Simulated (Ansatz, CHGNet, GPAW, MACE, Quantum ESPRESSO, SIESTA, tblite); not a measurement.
## Finding the fault: SIESTA, twisted graphene monolayer on bilayer, 87.80° (78 atoms)

Program: SIESTA 5.4.2, a calculation on a cell of 78 C, with vacuum.

Input file input.fdf:

```
SystemLabel cell
NumberOfAtoms 80
NumberOfSpecies 1
%block ChemicalSpeciesLabel
  1 6 C
%endblock ChemicalSpeciesLabel
LatticeConstant 1.0 Ang
%block LatticeVectors
  8.86970 0.00000 0.00000
  -4.43485 7.68139 0.00000
  0.00000 0.00000 20.69000
%endblock LatticeVectors
PAO.BasisSize DZP
PAO.EnergyShift 0.01 Ry
XC.Functional GGA
XC.Authors PBE
MeshCutoff 300 Ry
%block kgrid_Monkhorst_Pack
  1 0 0 0.0
  0 1 0 0.0
  0 0 1 0.0
%endblock kgrid_Monkhorst_Pack
SolutionMethod diagon
OccupationFunction FD
ElectronicTemperature 580 K
SCF.Mixer.Method Pulay
SCF.Mixer.Weight 0.05
SCF.Mixer.History 8
SCF.Mix Hamiltonian
MaxSCFIterations 60
SCF.DM.Tolerance 1e-04
SCF.H.Tolerance 1.0e-3 eV
WriteForces T
Write.HirshfeldPop T
Write.VoronoiPop T
Write.DM F
Write.H F
XML.Write F
AtomicCoordinatesFormat Fractional
%block AtomicCoordinatesAndAtomicSpecies
  0.12194 0.17526 0.33574 1
  0.17271 0.04549 0.33617 1
  0.20261 0.48551 0.33599 1
  0.25636 0.36198 0.33468 1
  0.28393 0.79126 0.33568 1
  0.33810 0.67006 0.33699 1
  0.35770 0.10448 0.33648 1
  0.40646 0.97108 0.33582 1
  0.43213 0.41120 0.33689 1
  0.48856 0.28340 0.33621 1
[... 64 atom lines left out ...]
  0.02239 0.58505 0.66550 1
  0.98072 0.41366 0.66338 1
  0.10246 0.36150 0.66247 1
  0.05061 0.17531 0.66314 1
%endblock AtomicCoordinatesAndAtomicSpecies
```

Launch:

```
> OMP_NUM_THREADS=1 mpirun -np 2 siesta < input.fdf > output.txt
```

Output:

```text
Version         : 5.4.2
reinit: System Name:
reinit: System Label: cell
initatom: Reading input for the pseudopotentials and atomic orbitals ----------
Species number:   1 Atomic number:    6 Label: C
Ground state valence configuration (from tables):   2s02  2p02  3d00  4f00
---- Processing specs for species: C
GGA--PBE XC_GGA_X_PBE--XC_GGA_C_PBE pb
C pseudopotential only contains V_ls up to l=1 -- lmxkb reset.
Using PAO.SplitTailNorm
%block ChemicalSpeciesLabel
    1    6 C                       # Species index, atomic number, species label
%endblock ChemicalSpeciesLabel
%block PAO.Basis                 # Define Basis set
C                     2                    # Species label, number of l-shells
 n=2   0   2                         # n, l, Nzeta
   4.484      3.048
   1.000      1.000
 n=2   1   2 P   1                   # n, l, Nzeta, Polarization, NzetaPol
   5.436      3.692
   1.000      1.000
%endblock PAO.Basis
coor:   Atomic-coordinates input format  =     Fractional
coor: ERROR in AtomicCoordinatesAndAtomicSpecies block
coor: ERROR in AtomicCoordinatesAndAtomicSpecies block
Stopping Program from Node:    1
Stopping Program from Node:    1
coor: ERROR in AtomicCoordinatesAndAtomicSpecies block
coor: ERROR in AtomicCoordinatesAndAtomicSpecies block
Stopping Program from Node:    0
Stopping Program from Node:    0
```

Elapsed: 0.6 s, on 2 MPI ranks of Arm Neoverse V1, shared host; peak memory 0.25 GiB.

Banners, paths, timers and routine set-up lines are dropped from the logs unmarked, and long logs keep their key lines alone; longer cuts are marked.

Q: Find the fault and mend it.

A wrong count of atoms: NumberOfAtoms 78 written as NumberOfAtoms 80. Mend: write NumberOfAtoms 78 in place of NumberOfAtoms 80.

The program stopped at the start.

[Also dropped from logs without a mark: logging warnings of Python, and SIESTA's first energy breakdown and zero terms.]

[Logs are printed without paths, hosts, clocks, repeated set-up lines and the standing remarks that a program may print on its own settings, such as how far it seeks lower states.]

[Hosts, paths, dates, database ids (printed as entryN), source tags and the programs' standing remarks are cut or masked in the printed files.]
